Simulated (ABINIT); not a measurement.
Computed results, one entry a study.

```
How the form of the self-energy moves the gap of GaN (P6_3mc)
1.0
     3.18000    0.00000    0.00000
    -1.59000    2.75396    0.00000
     0.00000    0.00000    5.16600
Ga N
2 2
Direct
  0.33333 0.66667 0.00000
  0.66667 0.33333 0.50000
  0.33333 0.66667 0.37500
  0.66667 0.33333 0.87500
# method: RPA screening on PBE, plane waves, norm-conserving pseudopotentials (and 3 further levels or steps)
# program: ABINIT 10.8.3
# settings: cutoff 36 Ha, PseudoDojo scalar-relativistic 0.4.1 standard, norm-conserving, potential set dojo-sr-pbe-0.4.1-standard, ngkpt (6, 6, 4), nband 80, ecuteps 5.6 Ha, gwcalctyp 1, nfreqim 16, inclvkb 2, shiftk (0, 0, 0), symchi 1, awtr 1, frequency ac, 6×6×4 k-mesh
# cost: 11 runs, 18 min in all on 4 MPI ranks of Arm Neoverse V1, shared host
# notes: The database entry behind the starting cell differs from other determinations of this structure. The program’s warnings: nkpt*nsppol () is not a multiple of nproc spkpt (). The cell and positions come from the Crystallography Open Database and are kept as given unless a step says otherwise. Limits: no spin-orbit coupling. The norm-conserving file of at least one element keeps a d shell over frozen s and p shells of the same row. Exchange with those shells is missing from the self-energy, an error of 0.3 to 0.9 eV in cases checked, whose sign depends on which edge lies on those atoms.
# G0W0, Godby-Needs plasmon pole: 2.301 eV
# G0W0, Hybertsen-Louie plasmon pole: 2.347 eV
# G0W0, von der Linden-Horsch plasmon pole: 2.225 eV
# G0W0, Engel-Farid plasmon pole: 2.249 eV
# one-shot Hartree-Fock: 8.878 eV
# G0W0, contour deformation: 2.326 eV
# G0W0, analytic continuation: 2.303 eV
# known limits: short of the basis limit; exchange with frozen shells missing; no spin-orbit coupling
```

[Long decimals in the printed logs are rounded to 6 places.]

[Logs are printed without paths, hosts, clocks, repeated set-up lines and the standing remarks that a program may print on its own settings, such as how far it seeks lower states.]

[Paths, hosts, dates, memory and timing lines, banners, echoed tables and standing remarks are left out of the program output; an Ansatz launch command may be rebuilt from the run's recorded settings. Measured values are a selection of at most five: reports struck by readers or far from the other reports are left out. None is set beside runs whose start may be inverted or whose files or cutoffs have a known fault.]

[Runs of the session that timed out or met a known fault of the program may be left out.]

[Hosts, paths, dates, database ids (printed as entryN), source tags and the programs' standing remarks are cut or masked in the printed files.]

[G0W0 gaps are taken among the corrected bands and points alone; a level outside them can change the order at an edge.]

[Where Ansatz stands beside ABINIT at settings called matched, ABINIT's density can come from a denser mesh and the files from another edition; pairs whose starting gaps differed by over 0.03 eV were left out, so agreement reads better than it is.]
